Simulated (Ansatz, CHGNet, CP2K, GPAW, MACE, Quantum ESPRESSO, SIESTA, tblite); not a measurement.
# Running W(100)/Au(100) interface (51 atoms) with CP2K

How do the settings of CP2K change the result for W(100)/Au(100) interface (51 atoms)? A plane-wave run serves as the yardstick.

Method: the method is named at each step, in CP2K 2026.2.

### Step 1. Starting point

The cell holds 51 atoms: 24 W and 27 Au. Cell: a = 8.952 Å, b = 8.952 Å, c = 22.049 Å, α = 90.0°, β = 90.0°, γ = 90.0°. Bcc W(100), 3 repeat layers, 8 surface cells, strained +0.00 and +0.00 %; fcc Au(100), 3 layers, 9 cells, +3.48 and +3.48 %; outer planes 2.92 Å apart, 12 Å of vacuum above; not relaxed, displaced by a Gaussian of 0.02 Å. Then every atom was moved at random, 0.05 Å r.m.s. a Cartesian component. Regions: W, 24 atoms (24 W); Au, 27 atoms (27 Au). Vacuum lies along c.

The yardstick, on the same geometry:

| Quantity | Value |
| --- | --- |
| method | Kohn-Sham DFT, PBE, SSSP efficiency 1.3.0 pseudopotentials, plane waves (Quantum ESPRESSO 7.5); sssp-pbe-1.3.0-efficiency, cutoffs 45/360 Ry, Γ point |
| r.m.s. force component | 0.64 eV/Å |
| longest force | 2.056 eV/Å |
| time | 9.9 min on 4 MPI ranks of Arm Neoverse V1, shared host |
| CPU time | 40 min |

### Step 2. PBE, DZVP-MOLOPT-SR, 350/50 Ry, diagonalisation

Method: Kohn-Sham DFT, PBE, GTH-PBE pseudopotentials, Gaussian and plane waves, DZVP-MOLOPT-SR-GTH, diagonalisation.

input.inp

```
&GLOBAL
  PROJECT cell
  RUN_TYPE ENERGY_FORCE
  PRINT_LEVEL LOW
&END GLOBAL
&FORCE_EVAL
  METHOD QS
  &DFT
    BASIS_SET_FILE_NAME BASIS_MOLOPT
    POTENTIAL_FILE_NAME GTH_POTENTIALS
    &MGRID
      CUTOFF 350
      REL_CUTOFF 50
    &END MGRID
    &QS
      EPS_DEFAULT 1.0E-12
    &END QS
    &SCF
      SCF_GUESS ATOMIC
      EPS_SCF 1.0E-06
      MAX_SCF 200
      ADDED_MOS 44
      &DIAGONALIZATION
        ALGORITHM STANDARD
      &END DIAGONALIZATION
      &SMEAR ON
        METHOD FERMI_DIRAC
        ELECTRONIC_TEMPERATURE [K] 580
      &END SMEAR
      &MIXING
        METHOD BROYDEN_MIXING
        ALPHA 0.15
        NBROYDEN 8
      &END MIXING
      &PRINT
        &RESTART OFF
        &END RESTART
      &END PRINT
    &END SCF
    &XC
      &XC_FUNCTIONAL PBE
      &END XC_FUNCTIONAL
    &END XC
    &PRINT
      &MULLIKEN ON
      &END MULLIKEN
      &LOWDIN ON
      &END LOWDIN
      &MO ON
        EIGENVALUES T
        OCCUPATION_NUMBERS T
        MO_INDEX_RANGE 306 329
        &EACH
          QS_SCF 0
        &END EACH
        ADD_LAST NUMERIC
      &END MO
    &END PRINT
  &END DFT
  &SUBSYS
    &CELL
      A 8.95200 0.00000 0.00000
      B 0.00000 8.95200 0.00000
      C 0.00000 0.00000 22.04922
    &END CELL
    &COORD
      SCALED
      W 0.74248 0.75687 0.27079
      W 0.76173 0.49771 0.34124
      W 0.74931 0.74563 0.41362
      W 0.73904 0.24699 0.27461
      W 0.75356 0.99912 0.34326
      W 0.76011 0.25641 0.41512
      W 0.48862 0.50264 0.27374
      W 0.49392 0.26018 0.34704
      W 0.50134 0.50220 0.41205
      W 0.49949 0.00978 0.27419
      W 0.50251 0.75750 0.34532
      W 0.49403 0.00499 0.42103
      W 0.25102 0.75237 0.27131
      W 0.24292 0.50646 0.33962
      W 0.25533 0.73901 0.41718
      W 0.24681 0.24639 0.26985
      W 0.25535 0.99602 0.34144
      W 0.23959 0.25065 0.41794
      W 0.00623 0.50590 0.27283
      W 0.99403 0.25343 0.34286
      W 0.99744 0.49309 0.41350
      W 0.99544 0.99591 0.26806
      W 0.99275 0.75140 0.34239
      W 0.99644 0.98975 0.41651
      Au 0.39205 0.81893 0.54771
      Au 0.57103 0.98215 0.63866
      Au 0.72230 0.81413 0.73021
      Au 0.40207 0.14911 0.54718
      Au 0.57208 0.30899 0.63772
      Au 0.74016 0.15450 0.72547
      Au 0.39611 0.47596 0.55246
      Au 0.54981 0.65217 0.64097
      Au 0.72930 0.48191 0.72403
      Au 0.73998 0.81042 0.54667
      Au 0.89833 0.98426 0.63467
      Au 0.06331 0.81037 0.73299
      Au 0.73270 0.14806 0.54991
      Au 0.89899 0.30977 0.64041
      Au 0.06553 0.14662 0.73010
      Au 0.72646 0.47698 0.54449
      Au 0.90132 0.64298 0.63839
      Au 0.06651 0.48303 0.72886
      Au 0.06550 0.81333 0.54896
      Au 0.22754 0.98692 0.63682
      Au 0.38543 0.81340 0.72407
      Au 0.07374 0.15139 0.55159
      Au 0.24171 0.31597 0.63481
      Au 0.39199 0.15800 0.72060
      Au 0.06335 0.47064 0.55036
      Au 0.22332 0.65098 0.63769
      Au 0.39868 0.48756 0.73072
    &END COORD
    &KIND W
      BASIS_SET DZVP-MOLOPT-SR-GTH-q14
      POTENTIAL GTH-PBE-q14
    &END KIND
    &KIND Au
      BASIS_SET DZVP-MOLOPT-SR-GTH-q11
      POTENTIAL GTH-PBE-q11
    &END KIND
  &END SUBSYS
  &PRINT
    &FORCES ON
    &END FORCES
  &END PRINT
&END FORCE_EVAL
```

The run is started by

```bash
$ OMP_NUM_THREADS=2 cp2k.psmp -i input.inp > output.txt
```

Numbers of over 12 decimals in the logs are rounded to 6 here.

Log:

```text
CP2K| version string:                                       CP2K version 2026.2
 CP2K| Input file name                                                 input.inp
 GLOBAL| Basis set file name                                        BASIS_MOLOPT
 GLOBAL| Potential file name                                      GTH_POTENTIALS
 GLOBAL| Run type                                                   ENERGY_FORCE
 GLOBAL| Total number of message passing processes                             1
 GLOBAL| Number of threads for this process                                    2
 TOTAL NUMBERS AND MAXIMUM NUMBERS
  Total number of            - Atomic kinds:                                   2
                             - Atoms:                                         51
                             - Shell sets:                                    51
                             - Shells:                                       381
                             - Primitive Cartesian functions:                279
                             - Cartesian basis functions:                   1554
                             - Spherical basis functions:                   1299
  Maximum angular momentum of- Orbital basis functions:                        3
                             - Local part of the GTH pseudopotential:          2
                             - Non-local part of the GTH pseudopotential:      4
 SCF PARAMETERS         Density guess:                                    ATOMIC
                        max_scf:                                             200
                        eps_scf:                                        1.00E-06
                        added MOs                                        44    0
                        Mixing method:                            BROYDEN_MIXING
                                                charge density mixing in g-space
                        Smear method:                                FERMI_DIRAC
                        Electronic temperature [K]:                        580.0
                        Electronic temperature [a.u.]:                  1.84E-03
                        Accuracy threshold:                             1.00E-10
 Extrapolation method: initial_guess
 Number of electrons:                                                        633
 Number of occupied orbitals:                                                317
 Number of molecular orbitals:                                               361
 Number of orbital functions:                                               1299
 Number of independent orbital functions:                                   1299
 SCF WAVEFUNCTION OPTIMIZATION
  Step     Update method      Time    Convergence         Total energy    Change
     1 NoMix/Diag. 0.15E+00    7.0     1.30299605     -2541.9419243989 -2.54E+03
     2 Broy./Diag. 0.15E+00    9.7     0.24962817     -2568.7770582637 -2.68E+01
     3 Broy./Diag. 0.15E+00    9.7     0.16701239     -2556.0242165826  1.28E+01
     4 Broy./Diag. 0.15E+00    9.8     0.18513693     -2550.4695463418  5.55E+00
     5 Broy./Diag. 0.15E+00   10.0     0.15212047     -2542.0537670492  8.42E+00
     6 Broy./Diag. 0.15E+00   10.3     0.09711987     -2536.5269156208  5.53E+00
     7 Broy./Diag. 0.15E+00    9.8     0.06101321     -2534.0443047113  2.48E+00
[...]
54 Broy./Diag. 0.15E+00   10.0     0.00000132     -2534.3259646970 -7.26E-06
    55 Broy./Diag. 0.15E+00   10.0     0.00000107     -2534.3259468057  1.79E-05
    56 Broy./Diag. 0.15E+00   10.1     0.00000064     -2534.3259313825  1.54E-05
  *** SCF run converged in    56 steps ***
  Electronic density on regular grids:       -633.0000000000        0.0000000000
  Core density on regular grids:              632.9999999992       -0.0000000008
  Total charge density on r-space grids:       -0.0000000008
  Total charge density g-space grids:          -0.0000000008
  Overlap energy of the core charge distribution:               2.73168e-07
  Self energy of the core charge distribution:              -4019.399219
  Core Hamiltonian energy:                                   1025.437479
  Hartree energy:                                             784.191411
  Exchange-correlation energy:                               -324.534662
  Electronic entropic energy:                                  -0.020942
  Fermi energy:                                                 0.133096
  Total energy:                                             -2534.325931
  Total energy (extrapolated to T->0):                      -2534.315461
 MO| EIGENVALUES AND OCCUPATION NUMBERS
 MO|
 MO|  Index      Eigenvalue [a.u.]        Eigenvalue [eV]             Occupation
 MO|    306               0.120399               3.276210               1.998012
 MO|    307               0.120614               3.282087               1.997764
 MO|    308               0.122057               3.321347               1.995103
 MO|    309               0.123940               3.372581               1.986410
 MO|    310               0.126029               3.429417               1.958228
 MO|    311               0.126095               3.431222               1.956725
[...]
MO|    327               0.151145               4.112852               0.000108
 MO|    328               0.155208               4.223423               0.000012
 MO|    329               0.156928               4.270215               0.000005
 MO| Sum:                                                             633.000000
 MO| E(Fermi):            0.133096 a.u.          3.621721 eV
 !-----------------------------------------------------------------------------!
                     Mulliken Population Analysis
 #  Atom  Element  Kind  Atomic population                           Net charge
       1     W        1         13.952979                              0.047021
       2     W        1         14.115360                             -0.115360
       3     W        1         13.855411                              0.144589
       4     W        1         13.951006                              0.048994
       5     W        1         14.095766                             -0.095766
       6     W        1         13.827737                              0.172263
[...]
# Total charge                            633.000000                  0.000000
 !-----------------------------------------------------------------------------!
 LOWDIN POPULATION ANALYSIS
 #  Atom  Element  Kind  Atomic population                           Net charge
[...]
49     Au       2         11.265718                             -0.265718
      50     Au       2         11.156401                             -0.156401
      51     Au       2         10.927612                              0.072388
 # Total charge                            633.000000                  0.000000
 ENERGY| Total FORCE_EVAL ( QS ) energy [hartree]          -2534.325930
 FORCES| Atomic forces [hartree/bohr]
 FORCES|   Atom     x               y               z               |f|
 FORCES|      1  1.51182038E-03  1.38257471E-02  3.59712035E-02   3.85663631E-02
 FORCES|      2 -3.72585304E-02  1.03293593E-02  2.69116468E-06   3.86638559E-02
 FORCES|      3  5.22150566E-03  4.05569126E-03 -8.25887056E-03   1.05793051E-02
 FORCES|      4 -8.46732486E-03 -1.38142627E-02  3.06027095E-02   3.46273775E-02
 FORCES|      5 -1.24242345E-02  8.96034822E-03  8.27966273E-03   1.74127039E-02
 FORCES|      6  9.37583531E-03  2.20661810E-03 -1.04902110E-02   1.42414879E-02
[...]
FORCES|     49 -3.58995780E-03  7.16388830E-03 -2.91918544E-02   3.02716609E-02
 FORCES|     50  1.99253649E-03 -3.50479599E-03  4.16583115E-03   5.79723605E-03
 FORCES|     51 -4.02898290E-03 -4.61223415E-03 -1.04821809E-03   6.21322527E-03
 FORCES| Sum     1.09019289E-04 -1.25942992E-04 -1.58094711E-04
 FORCES| Total atomic force                                       2.29653609E-04
```

Elapsed: 10 min, on 2 threads of Arm Neoverse V1, shared host; peak memory 2.4 GiB.

Banners, paths, timers and routine set-up lines are dropped from the logs unmarked, and long logs keep their key lines alone; longer cuts are marked.

Compared with the plane-wave run:

| Item | Value |
| --- | --- |
| r.m.s. force component | 0.72 eV/Å |
| r.m.s. difference of force components | 161 meV/Å |
| longest difference of force vectors | 562.8 meV/Å |
| force difference over r.m.s. force | 25.15 % |
| slope of forces against the reference's | 1.101 |
| correlation of force components | 0.9788 |

This run lies far from the reference in forces at the same functional. Basis and potentials both differ; the latter hold 633 valence electrons against the reference's 849.

Length of the force difference by element (eV/Å):

| element | atoms | mean | most |
| --- | --- | --- | --- |
| Au | 27 | 0.33 | 0.56 |
| W | 24 | 0.13 | 0.24 |

Local excerpt of 12 atoms (numbers count through the whole input) about W12, whose charge lies farthest from its element's mean; x, y, z are measured from there.

| atom | x | y | z | distance (Å) | Mulliken charge (e) | Fx | Fy | Fz (eV/Å) |
| --- | --- | --- | --- | --- | --- | --- | --- | --- |
| W12 | 0.00 | 0.00 | 0.00 | 0.00 | 0.20 | -0.62 | 0.28 | -1.30 |
| W17 | -2.14 | -0.08 | -1.75 | 2.77 | -0.12 | -1.20 | 0.89 | 1.23 |
| W11 | 0.08 | -2.22 | -1.67 | 2.78 | -0.11 | -0.12 | -0.90 | -0.13 |
| W8 | 0.00 | 2.28 | -1.63 | 2.81 | -0.11 | 0.42 | -1.09 | -0.18 |
| W5 | 2.32 | -0.05 | -1.71 | 2.89 | -0.10 | -0.64 | 0.46 | 0.43 |
| W18 | -2.28 | 2.20 | -0.07 | 3.17 | 0.18 | -0.09 | -0.19 | -0.80 |
| Au28 | -0.82 | 1.29 | 2.78 | 3.17 | -0.07 | 0.18 | -0.32 | -1.54 |
| W15 | -2.14 | -2.38 | -0.08 | 3.20 | 0.17 | 0.67 | 0.29 | -0.95 |
| W10 | 0.05 | 0.04 | -3.24 | 3.24 | 0.03 | 0.42 | 1.08 | 1.40 |
| W3 | 2.29 | -2.32 | -0.16 | 3.26 | 0.14 | 0.27 | 0.21 | -0.42 |
| W6 | 2.38 | 2.25 | -0.13 | 3.28 | 0.17 | 0.48 | 0.11 | -0.54 |
| Au25 | -0.91 | -1.67 | 2.79 | 3.38 | -0.07 | 0.31 | -0.07 | -1.17 |

Forces lie 25 % from the reference's, at 0.48 times its CPU time (on 2 against 4 cores).

### Step 3. PBE, TZV2P-UZH, 350/50 Ry, diagonalisation

Method: Kohn-Sham DFT, PBE, GTH-PBE pseudopotentials, Gaussian and plane waves, TZV2P-MOLOPT (UZH set), diagonalisation.

input.inp, as its differences from that of step 2:

```diff
@@ -8,4 +8,4 @@
   &DFT
-    BASIS_SET_FILE_NAME BASIS_MOLOPT
-    POTENTIAL_FILE_NAME GTH_POTENTIALS
+    BASIS_SET_FILE_NAME BASIS_MOLOPT_UZH
+    POTENTIAL_FILE_NAME POTENTIAL_UZH
     &MGRID
@@ -70,3 +70,3 @@
     &KIND W
-      BASIS_SET DZVP-MOLOPT-SR-GTH-q14
+      BASIS_SET TZV2P-MOLOPT-PBE-GTH-q14
       POTENTIAL GTH-PBE-q14
@@ -74,3 +74,3 @@
     &KIND Au
-      BASIS_SET DZVP-MOLOPT-SR-GTH-q11
+      BASIS_SET TZV2P-MOLOPT-PBE-GTH-q11
       POTENTIAL GTH-PBE-q11
```

The run is started by

```bash
$ OMP_NUM_THREADS=1 mpirun -np 4 cp2k.psmp -i input.inp > output.txt
```

Log:

```text
CP2K| version string:                                       CP2K version 2026.2
 CP2K| Input file name                                                 input.inp
 GLOBAL| Basis set file name                                    BASIS_MOLOPT_UZH
 GLOBAL| Potential file name                                       POTENTIAL_UZH
 GLOBAL| Run type                                                   ENERGY_FORCE
 GLOBAL| Total number of message passing processes                             4
 GLOBAL| Number of threads for this process                                    1
[... lines left out ...]
                        Smear method:                                FERMI_DIRAC
[... lines left out ...]
 Number of electrons:                                                        633
[... lines left out ...]
  Step     Update method      Time    Convergence         Total energy    Change
[... lines left out ...]
  *** SCF run converged in    47 steps ***
[... lines left out ...]
  Fermi energy:                                                 0.133196
  Total energy:                                             -2529.043136
  Total energy (extrapolated to T->0):                      -2529.032676
[... lines left out ...]
 MO| E(Fermi):            0.133196 a.u.          3.624438 eV
[... lines left out ...]
       2     W        1         13.738100                              0.261900
       3     W        1         14.052444                             -0.052444
[...]
# Total charge                            633.000000                  0.000000
 !-----------------------------------------------------------------------------!
 LOWDIN POPULATION ANALYSIS
 #  Atom  Element  Kind  Atomic population                           Net charge
[...]
50     Au       2         11.149960                             -0.149960
      51     Au       2         10.862712                              0.137288
 # Total charge                            633.000000                  0.000000
 ENERGY| Total FORCE_EVAL ( QS ) energy [hartree]          -2529.043130
 FORCES| Atomic forces [hartree/bohr]
 FORCES|   Atom     x               y               z               |f|
 FORCES|      1  1.62540553E-03  1.35489787E-02  3.54529439E-02   3.79885246E-02
 FORCES|      2 -3.73915354E-02  1.03932749E-02  4.57860252E-05   3.88091378E-02
 FORCES|      3  5.09077162E-03  3.95160605E-03 -7.71994998E-03   1.00562803E-02
[...]
FORCES|     50  2.08577176E-03 -3.33410113E-03  4.63798977E-03   6.08092290E-03
 FORCES|     51 -3.91440625E-03 -4.34608502E-03 -3.48169780E-03   6.80685323E-03
 FORCES| Sum     1.13570302E-04 -1.83089033E-04 -1.84071016E-04
 FORCES| Total atomic force                                       2.83375981E-04
```

Elapsed: 8.3 min, on 4 MPI ranks; peak memory 6.8 GiB; 33 min of CPU time.

Against the reference:

```
r.m.s. force component                  : 0.6994 eV/Å
r.m.s. difference of force components   : 120.7 meV/Å
longest difference of force vectors     : 425.5 meV/Å
force difference over r.m.s. force      : 18.86 %
slope of forces against the reference's : 1.079
correlation of force components         : 0.9877
```

Against the first run (25 %), the force difference from the reference is 19 %, at 1.7 times the CPU time (on 4 against 2 cores), with 2115 basis functions against 1299; this set comes with other potentials too, so the change isn't the basis's alone.

(Continued in part 2 of 2.)

[Also dropped from logs without a mark: logging warnings of Python, and SIESTA's first energy breakdown and zero terms.]

[Logs are printed without paths, hosts, clocks, repeated set-up lines and the standing remarks that a program may print on its own settings, such as how far it seeks lower states.]

[Hosts, paths, dates, database ids (printed as entryN), source tags and the programs' standing remarks are cut or masked in the printed files.]
